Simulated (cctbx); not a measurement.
# Accept or mend?

Cell a = 5.9140 Å, b = 9.5460 Å, c = 11.2420 Å, α = 90.00°, β = 90.00°, γ = 90.00°; space group Fddd (no. 70, origin choice 1). The compound is ErPd2C2.

The data are simulated with cctbx, not measured: Mo Kα, λ = 0.71073 Å, to d = 0.84 Å, 95 % of the full sphere, strongest reflection 40000 counts, noise from counting, a 3 % proportional error and a noise floor of 4 counts (s.d.); no absorption, and some extinction, which the refinements don't model.

An anisotropic refinement with weights 1/σ² prints:

```text
Rint 0.023, 142 unique reflections to 0.85 A
cycle     R1     wR2    GooF  max shift (A)
   1  0.0713  0.2039  10.735   0.00072
   2  0.0466  0.1456   7.666   0.00000
final R1 0.0466 wR2 0.1456 GooF 7.666  parameters 8  data/parameter 17.8
atom        x        y        z      Ueq    occ   su(xyz)  su(Uiso or U11)
Er1    0.75000  0.25000  0.25000   0.0157  1.000  0.00000  0.0014
Pd1    0.75000  0.75000  0.12271   0.0181  1.000  0.00019  0.0014
difference map: max 8.47 min -1.47 rms 0.67
Q1    0.0000  0.1754  0.0000   16    8.69  2.14 A from Pd1
Q2    0.0000  0.0000  0.5000    8    2.31  0.00 A from Er1
Q3    0.0255  0.0442  0.1342   32    0.73  0.46 A from Pd1
Q4    0.0225  0.1752  0.8213   32    0.47  1.72 A from Er1
Q5    0.0988  0.0106  0.8996   32    0.42  0.67 A from Pd1
Q6    0.0766  0.1335  0.2036   32    0.37  1.60 A from Pd1
```

**Question.** Can this result stand? If not, what is the likely fault?

Mend it. The fault: an atom left out, C at (3/4, 0.9245, 1/4). Against the right model at the same level, R1 goes from 0.0085 to 0.0466 and GooF from 1.10 to 7.67 and the top difference peak, 8.7 e/Å³, lies 2.14 Å from Pd1. Q1 is the missing atom. With scattering power missing, scale and phases suffer, so peaks may also grow on the heavy atoms.

The compound is ErPd2C2. The right model at the same level gives:

```text
Rint 0.023, 142 unique reflections to 0.85 A
cycle     R1     wR2    GooF  max shift (A)
   1  0.0495  0.1508   8.095   0.02637
   2  0.0085  0.0204   1.097   0.00003
final R1 0.0085 wR2 0.0204 GooF 1.097  parameters 13  data/parameter 10.9
atom        x        y        z      Ueq    occ   su(xyz)  su(Uiso or U11)
Er1    0.75000  0.25000  0.25000   0.0170  1.000  0.00000  0.0002
Pd1    0.75000  0.75000  0.12267   0.0199  1.000  0.00003  0.0002
C1     0.75000  0.92500  0.25000   0.0272  1.000  0.00048  0.0026
difference map: max 0.45 min -0.83 rms 0.14
Q1    0.0238  0.1653  0.8191   32    0.46  1.70 A from Pd1
Q2    0.0473  0.2358  0.0251   32    0.42  0.70 A from C1
Q3    0.1250  0.1250  0.1250   16    0.35  1.40 A from Pd1
Q4    0.0242  0.1993  0.3247   32    0.34  1.54 A from Pd1
Q5    0.0679  0.0463  0.9151   32    0.32  0.76 A from Pd1
Q6    0.1009  0.2500  0.2500   16    0.31  1.68 A from Pd1
```

Isotropic U is held between 0.0001 and 1 Å² by the program, and listed peak heights are interpolated, so they can pass the grid's maximum.

This is a model crystal, built by substitution and not relaxed, with assumed displacement parameters.

[Middle refinement cycles are left out of these outputs.]

[Logs are printed without paths, hosts, clocks, repeated set-up lines and the standing remarks that a program may print on its own settings, such as how far it seeks lower states.]
